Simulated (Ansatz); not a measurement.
# 3-layer antimonene (AB) in a perpendicular field, part 3 of 3

What dipole does a perpendicular field induce in the 3-layer antimonene (AB)? A positive field points along +c.

Ansatz 0.2.0; plane-wave DFT, PBE-D3(BJ), Ansatz PAW (the session's first sound run).

So far. Step 8 (Atoms held, field 0.35 V/Å): The dipole is 0.382 e·Å, 0.385 e·Å from its value without field. Step 9 (Response, atoms held): The induced dipole is that of a conductor 13.40 Å thick.

## Step 10: With spin-orbit coupling

This step: plane-wave DFT, PBE, fully relativistic PAW with spin-orbit coupling (Ansatz 0.2.0).

Heavy atoms split their bands by spin-orbit coupling, so this run uses fully relativistic files and two-component states.

input.yaml reads:

```yaml
crystal:
  lattice:
    - [4.146337414, 0.0, 0.0]
    - [-2.073168707, 3.5908335332, 0.0]
    - [0.0, 0.0, 28.9139084966]
  atoms:
    - { symbol: Sb, position: [0.6666666667, 0.3333333333, 0.311268883] }
    - { symbol: Sb, position: [0.3333333333, 0.6666666667, 0.3667901763] }
    - { symbol: Sb, position: [0.0, 0.0, 0.4476280764] }
    - { symbol: Sb, position: [0.6666666667, 0.3333333333, 0.5032433992] }
    - { symbol: Sb, position: [0.6666666667, 0.3333333333, 0.6326198234] }
    - { symbol: Sb, position: [0.3333333333, 0.6666666667, 0.688731117] }
kpoints:
  mp_grid: { grid: [12, 12, 1] }
  band_path:
    path: [[0, 0, 0], [0.5, 0, 0], [0.33333333, 0.33333333, 0], [0, 0, 0]]
    npoints: 16
hamiltonian:
  xc: pbe
  pseudopotentials: { kind: paw_fr }
magnetization:
  noncollinear: true
  spin_orbit: true
scf:
  occupations: { method: fermi_dirac, width: 0.02585 }
  convergence: { dr2_threshold: 1.0e-09 }
efield:
  axis: 3
  dipole_correction: true
  ramp_position: 0.97
  ramp_width: 0.06
  amplitude: 0
output:
  write_potential: true
  write_density: true
  volumetric_format: npy
```

On the command line:

```bash
ansatz run input.yaml --threads 4 --pin off --max-ram 6144MiB --backend cpu --events-out ev --progress --plain --runs-dir out
```

What it wrote:

```text
[...]
non-collinear run that drives no moment, with spin-orbit: no starting moment large enough to seed its density (crystal.atoms[].spin), no starting occupations that ask for one, no magnetisation constraint and no magnetic field, so the semilocal B_xc is pinned to zero
Crystal: 6 atoms, lattice volume = 430.494 Å³
Basis set: ecut = 420 eV, 8311 PW (Γ)
Bands: 108, of which v1, the nominal top of the filled ones, is band 90 counted from 1 (89 counted from 0)
Symmetry: 6 space group operations + 6 with time reversal
[...]
k-points: 19 of 144 (time reversal used)
Projection manifold: j_resolved (fully-relativistic pseudo-atomic orbitals)
[...]
SCF iter   1: F=—  HF=-38920.996950 eV  |F-HF|=—  |Δ(HF+E_count)|=         —  Δρ=1.16e-2  dr2=5.96e-1  dr2_m=0.00e0 (ungated)  ethr=6.39e-4  |M|=0.00e0 ∫|m|=0.00e0 μB  |m|>n=0.0e0 m-floor=0.0e0 τ_xc=0.0e0  β_m=1.00  p=0.000 e·Å  D=5.12e-9 V/Å  ΔV_dip=-0.00 eV  dr2_dipole=1.68e-4  V_vac-E_F(+/−)=4.51/4.51 eV  ⟨swp⟩=2.7  Hψ=12599  notcnv=0
[...]
spin=Noncollinear: LDOS preconditioning applied to the charge; magnetization (m_x, m_y, m_z) channels mix plain (no charge-response kernel on spin).
SCF iter   2: F=—  HF=-38920.941139 eV  |F-HF|=—  |Δ(HF+E_count)|=   5.58e-2  Δρ=2.06e-3  dr2=2.64e-2  dr2_m=0.00e0 (ungated)  ethr=6.39e-4  |M|=0.00e0 ∫|m|=0.00e0 μB  |m|>n=0.0e0 m-floor=0.0e0 τ_xc=0.0e0  β_m=0.99  p=0.003 e·Å  D=1.41e-3 V/Å  ΔV_dip=-0.04 eV  dr2_dipole=1.99e-4  V_vac-E_F(+/−)=3.90/3.94 eV  ⟨swp⟩=3.5  Hψ=3292  notcnv=0
[...]
SCF iter  12: F=-38920.940442 eV  HF=-38920.940442 eV  |F-HF|=1.09e-10  |Δ(HF+E_count)|=  8.73e-11  Δρ=1.03e-7  dr2=8.38e-11  dr2_m=0.00e0 (ungated)  ethr=1.11e-12  |M|=0.00e0 ∫|m|=0.00e0 μB  |m|>n=0.0e0 m-floor=0.0e0 τ_xc=0.0e0  p=-0.003 e·Å  D=-1.47e-3 V/Å  ΔV_dip=0.04 eV  dr2_dipole=2.15e-11  V_vac-E_F(+/−)=3.93/3.89 eV  ⟨swp⟩=2.6  Hψ=3871  notcnv=0
SCF 1 converged in 12 iterations: F = -38920.940442 eV  dr2 = 8.38e-11
[...]
SCF converged after 12 iterations
Magnetization: |M| = 0.0000 μB,  M = (+0.0000, +0.0000, +0.0000) μB
Absolute magnetization: 0.0000 μB (∫|m|)
  site 0: m = (+0.0000, +0.0000, +0.0000) μB, |m| = 0.0000 μB  (R = 1.19 Å)
  site 1: m = (+0.0000, +0.0000, +0.0000) μB, |m| = 0.0000 μB  (R = 1.19 Å)
  site 2: m = (+0.0000, +0.0000, +0.0000) μB, |m| = 0.0000 μB  (R = 1.19 Å)
  site 3: m = (+0.0000, +0.0000, +0.0000) μB, |m| = 0.0000 μB  (R = 1.19 Å)
  site 4: m = (+0.0000, +0.0000, +0.0000) μB, |m| = 0.0000 μB  (R = 1.19 Å)
  site 5: m = (+0.0000, +0.0000, +0.0000) μB, |m| = 0.0000 μB  (R = 1.19 Å)
Free energy (F): -38920.940442 eV
[...]
Internal energy: -38920.937061 eV  (E = F + TS)
E sigma→0 (E₀):  -38920.938751 eV
Entropy (-TS):   -0.003381 eV (-0.564 meV/atom)
Fermi energy:    2.065463 eV
Dipole field:    D = -0.001465 V/Å  (p = -0.003486 e·Å, saw-weighted, corrected)
Work function:   Φ+ = 3.9305 eV   Φ− = 3.8881 eV
[...]
--- Band table (eV; the first three rows and the last of 19) ---
  k-point 0: bands = [... 86 lower, 1.3491, 1.3491, 1.9482, 1.9482, 2.3149, 2.3149, 2.8042, 2.8042, ... 14 higher]
  k-point 1: bands = [... 86 lower, 1.1373, 1.1841, 2.1388, 2.1503, 2.6105, 2.6605, 3.0562, 3.1070, ... 14 higher]
  k-point 2: bands = [... 86 lower, 1.0131, 1.0470, 1.5178, 1.5344, 2.7611, 2.7721, 2.9225, 2.9548, ... 14 higher]
  k-point 18: bands = [... 86 lower, -0.6576, -0.5160, 0.0745, 0.0943, 2.5203, 2.5338, 2.8243, 2.9204, ... 14 higher]
```

Wall time 4.9 min (4 threads of Arm Neoverse V2, shared host); peak memory 4 GiB.

Numbers from this step:

| Quantity | Value |
| --- | --- |
| energy at zero smearing | -38920.9388 eV |
| work function, upper face | 3.930 eV |
| work function, lower face | 3.888 eV |
| dipole along the normal | -0.003486 e·Å |
| step between the vacuum levels | 0.04237 eV |

The electronic bands at the labelled points (eV, zero at the Fermi level):

```tsv
point	band 87	band 88	band 89	band 90	band 91	band 92	band 93	band 94
Γ	-0.72	-0.72	-0.12	-0.12	0.25	0.25	0.74	0.74
halfway	-1.48	-1.47	-0.89	-0.88	0.29	0.30	0.57	0.59
M	-2.17	-2.17	-1.57	-1.57	0.22	0.22	0.47	0.47
halfway	-2.10	-2.06	-1.65	-1.64	0.34	0.36	1.02	1.05
K	-2.72	-2.58	-1.99	-1.97	0.45	0.47	0.76	0.85
halfway	-1.22	-1.20	-0.83	-0.82	0.48	0.50	1.30	1.34
Γ	-0.72	-0.72	-0.12	-0.12	0.25	0.25	0.74	0.74
```

The work function of the upper face is 3.93 eV.

## Step 11: With spin-orbit coupling, field -0.2 V/Å

The same in a field along the normal.

input.yaml: that of step 10 with these lines changed.

```diff
@@ -14,5 +14,3 @@
   mp_grid: { grid: [12, 12, 1] }
-  band_path:
-    path: [[0, 0, 0], [0.5, 0, 0], [0.33333333, 0.33333333, 0], [0, 0, 0]]
-    npoints: 16
+  band_path: { path: [[0, 0, 0], [0.12, 0, 0]], npoints: 24 }
 hamiltonian:
@@ -31,3 +29,3 @@
   ramp_width: 0.06
-  amplitude: 0
+  amplitude: -0.2
 output:
```

What it wrote:

```text
[...]
Crystal: 6 atoms, lattice volume = 430.494 Å³
Basis set: ecut = 420 eV, 8311 PW (Γ)
Bands: 108, of which v1, the nominal top of the filled ones, is band 90 counted from 1 (89 counted from 0)
Symmetry: 6 space group operations + 6 with time reversal
[...]
k-points: 19 of 144 (time reversal used)
[...]
k-point 0: bands = [... 86 lower, 1.3246, 1.3246, 1.9553, 1.9553, 2.3294, 2.3294, 2.7866, 2.7866, ... 14 higher]
  k-point 1: bands = [... 86 lower, 1.1253, 1.1593, 2.1585, 2.1748, 2.6368, 2.6748, 3.0223, 3.0880, ... 14 higher]
  k-point 2: bands = [... 86 lower, 0.9997, 1.0273, 1.5353, 1.5521, 2.7355, 2.7523, 2.9227, 2.9569, ... 14 higher]
  k-point 18: bands = [... 86 lower, -0.6310, -0.5423, 0.0849, 0.1040, 2.4860, 2.4955, 2.8510, 2.9450, ... 14 higher]
[key lines of the parts left out:]
SCF converged after 11 iterations
Magnetization: |M| = 0.0000 μB,  M = (+0.0000, +0.0000, +0.0000) μB
Free energy (F): -38920.963218 eV
Fermi energy:    2.080443 eV
Dipole field:    D = -0.094308 V/Å  (p = -0.224365 e·Å, saw-weighted, corrected)
```

The job ended after 3.7 min (4 threads; peak memory 4 GiB; 15 min of CPU time).

Numbers from this step:

```yaml
energy_at_zero_smearing: -38920.9616 eV
dipole_along_the_normal: -0.2244 e·Å
```

The dipole is -0.224 e·Å.

## Step 12: Spin splitting near the zone centre

This step: plane-wave DFT, PBE, fully relativistic PAW with spin-orbit coupling; spin splitting near the zone centre (Ansatz 0.2.0).

Levels that meet at the zone centre are followed outwards; a split that grows in proportion to k gives the Rashba parameter as ΔE/2k.

Numbers from this step:

- largest split over 2k that stays linear in k: 1.017 eV Å

Groups of levels that meet at the zone centre and whose split, tested at two k, grows in proportion to k or stays under 1 meV; groups that fail this test are left out. Spin splitting, by row:

```tsv
level at the first point (eV from the Fermi level)	states	split at k = 0.026 1/A (eV)	split over 2k (eV Å)
-2.492	2	0.0103	0.1962
-1.758	2	0.0534	1.017
-1.408	2	0.0339	0.6458
-1.389	2	0.034	0.6477
-0.1251	2	0.0119	0.2267
0.2489	2	0.009	0.1714
1.534	2	0.0102	0.1943
2.252	2	0.0013	0.02476
2.46	2	0	0
```

## Step 13: Varying the input

This step: plane-wave DFT, PBE-D3(BJ), Ansatz PAW (Ansatz 0.2.0).

A run with a changed input: it repeats the earlier run at 0.1 V/Å with efield.dipole_correction from true to false.

input.yaml, the sections that differ from step 11:

```yaml
kpoints:
  mp_grid: { grid: [12, 12, 1] }
  band_path:
    path: [[0, 0, 0], [0.5, 0, 0], [0.33333333, 0.33333333, 0], [0, 0, 0]]
    npoints: 16
hamiltonian:
  xc: pbe
  dispersion: d3bj
scf:
  occupations: { method: fermi_dirac, width: 0.02585 }
  convergence: { dr2_threshold: 1.0e-10 }
efield:
  axis: 3
  dipole_correction: false
  ramp_position: 0.97
  ramp_width: 0.06
  amplitude: 0.1
# crystal, output: as in step 11
# magnetization: removed
```

What it wrote:

```text
[...]
Crystal: 6 atoms, lattice volume = 430.494 Å³
Basis set: ecut = 420 eV, 8311 PW (Γ)
Bands: 54, of which v1, the nominal top of the filled ones, is band 45 counted from 1 (44 counted from 0)
Symmetry: 6 space group operations
[...]
k-points: 19 of 144 (time reversal used)
[...]
SCF iter   1: F=—  HF=-38908.616050 eV  |F-HF|=—  |Δ(HF+E_count)|=         —  Δρ=2.78e-3  dr2=9.17e-1  ethr=1.77e-3  p=-0.006 e·Å  V_vac-E_F(+/−)=5.50/2.84 eV  ⟨swp⟩=10.0  Hψ=4739  notcnv=0  defer=3
[...]
SCF iter  14: F=-38908.539177 eV  HF=-38908.539177 eV  |F-HF|=3.64e-11  |Δ(HF+E_count)|=  7.28e-12  Δρ=5.02e-8  dr2=3.88e-11  ethr=1.00e-12  p=0.198 e·Å  V_vac-E_F(+/−)=5.12/2.65 eV  ⟨swp⟩=11.1  Hψ=2837  notcnv=0
SCF 1 converged in 14 iterations: F = -38908.539177 eV  dr2 = 3.88e-11
[...]
SCF converged after 14 iterations
Free energy (F): -38908.539177 eV
[...]
Internal energy: -38908.535635 eV  (E = F + TS)
E sigma→0 (E₀):  -38908.537406 eV
Entropy (-TS):   -0.003542 eV (-0.590 meV/atom)
Fermi energy:    2.045371 eV
Dipole field:    D = 0.083294 V/Å  (p = 0.198162 e·Å, saw-weighted)
Work function:   not extracted (applied field tilts the vacuum); planar V_es + V_field profile in the machine report
[...]
--- Band table (eV; the first three rows and the last of 19) ---
  k-point 0: bands = [... 41 lower, 0.9672, 1.1217, 1.1217, 1.8866, 2.3746, 2.9833, 3.1252, 3.1252, ... 5 higher]
  k-point 1: bands = [... 41 lower, 0.8825, 0.9677, 1.0167, 2.1202, 2.6572, 3.1562, 3.2717, 3.4421, ... 5 higher]
  k-point 2: bands = [... 41 lower, 0.5661, 0.6453, 0.9754, 1.4819, 2.8164, 3.0041, 3.5325, 3.5533, ... 5 higher]
  k-point 18: bands = [... 41 lower, -0.8096, -0.7886, -0.5569, 0.0734, 2.5576, 2.8608, 3.0730, 3.5744, ... 5 higher]
```

It took 32 s on 4 threads; peak memory 1.1 GiB.

```tsv
quantity	this run	earlier run	difference
dipole along the normal (e·Å)	0.1982	0.1065	0.092
```

With the dipole correction off, the periodic images add a field of their own to the typed one.

It moves by +0.0917 e·Å.

These numbers are not those of the isolated slab.

## Step 14: The same run with other settings

An input spoilt on purpose, to show how the run answers: it repeats the earlier run at 0.1 V/Å with efield.ramp_position from 0.97 to 0.452, and scf.max_iter set to 50.

input.yaml: that of step 13 with these lines changed.

```diff
@@ -23,6 +23,7 @@
   convergence: { dr2_threshold: 1.0e-10 }
+  max_iter: 50
 efield:
   axis: 3
-  dipole_correction: false
-  ramp_position: 0.97
+  dipole_correction: true
+  ramp_position: 0.452
   ramp_width: 0.06
```

What it wrote:

```text
Engine: ansatz 0.2.0, aarch64-unknown-linux-gnu
Pseudopotentials: kind: paw
Pseudopotential: Sb, paw, valence charge 15, recommended cutoff 420 eV (normal), Sb.paw.azcp
Functional definition: PBE
  parameter kappa = 0.804
  parameter beta = 0.066725
  exchange = pbe_x(kappa = kappa, mu = beta*pi^2/3)
  correlation = pbe_c(beta = beta)
Crystal: 6 atoms, lattice volume = 430.494 Å³
Basis set: ecut = 420 eV, 8311 PW (Γ)
Bands: 54, of which v1, the nominal top of the filled ones, is band 45 counted from 1 (44 counted from 0)
Symmetry: 6 space group operations
Space group: P3m1 (ITA 156), of the structure as read, at distance tolerance 7.6e-5 Å
k-points: 19 of 144 (time reversal used)
Non-local potential: Sb, projectors of the file, l = 0: 2, l = 1: 2, l = 2: 2, l = 3: 2
PAW form: soft (Blöchl's): semilocal exchange-correlation on the pseudo side does not see the compensation charge
PAW one-centre angular grid: Sb, 590 points (default); XC on 64 Gauss nodes
Initial density: superposition of atomic densities (neutral atoms: chi_scale 0, normalization atom, screened)
Initial wavefunctions: pseudopotential atomic-orbital guess
Functional: x = pbe(κ = 0.804, μ = 0.219515), c = pbe(β = 0.066725)
Error: efield: ion 2 (Sb) at fractional coordinate 0.4476 along the field axis lies inside the sawtooth ramp with 2 of the planes that the density is read on at each end, [0.4420, 0.5220] — the ramp must sit in vacuum (an ion there feels the fictitious reversed slope); set or move the ramp (efield.ramp_position / ramp_width) or move the geometry
```

Run time: 0.24 s. Hardware: 4 threads; peak memory 0.49 GiB; 0.58 s of CPU time.

The program refused the input before any cycle.

The program's message: “Error: efield: ion 2 (Sb) at fractional coordinate 0.4476 along the field axis lies inside the sawtooth ramp with 2 of the planes that the density is read on at each end, [0.4420, 0.5220] — the ramp m …”

The fault put into the input: the ramp among the atoms.

## Step 15: Outcome

```json
{
 "gap without field": "none",
 "work function, upper face": "3.93 eV",
 "step between the vacuum levels": "0.0443 eV",
 "equivalent conductor thickness, atoms held": "13.4 Å",
 "largest split over 2k that stays linear in k at -0.2 V/Å": "1.02 eV Å"
}
```

In words: The induced dipole equals that of a perfect conductor 13.40 Å thick, while the outer atoms lie 10.91 Å apart. The two faces differ: the vacuum level above lies 0.04 eV higher than the one below. There is no gap over 0.03 eV, with or without the field. The field series itself is without spin-orbit coupling.

[Long decimals in the printed logs are rounded to 6 places.]

[Logs are printed without paths, hosts, clocks, repeated set-up lines and the standing remarks that a program may print on its own settings, such as how far it seeks lower states.]

[Hosts, paths, dates, database ids (printed as entryN), source tags and the programs' standing remarks are cut or masked in the printed files.]

[Maps of the electrostatic potential energy from Ansatz leave out the sawtooth potential of an applied field or a dipole correction, so their vacuum need not be flat; planar profiles and work functions include it.]
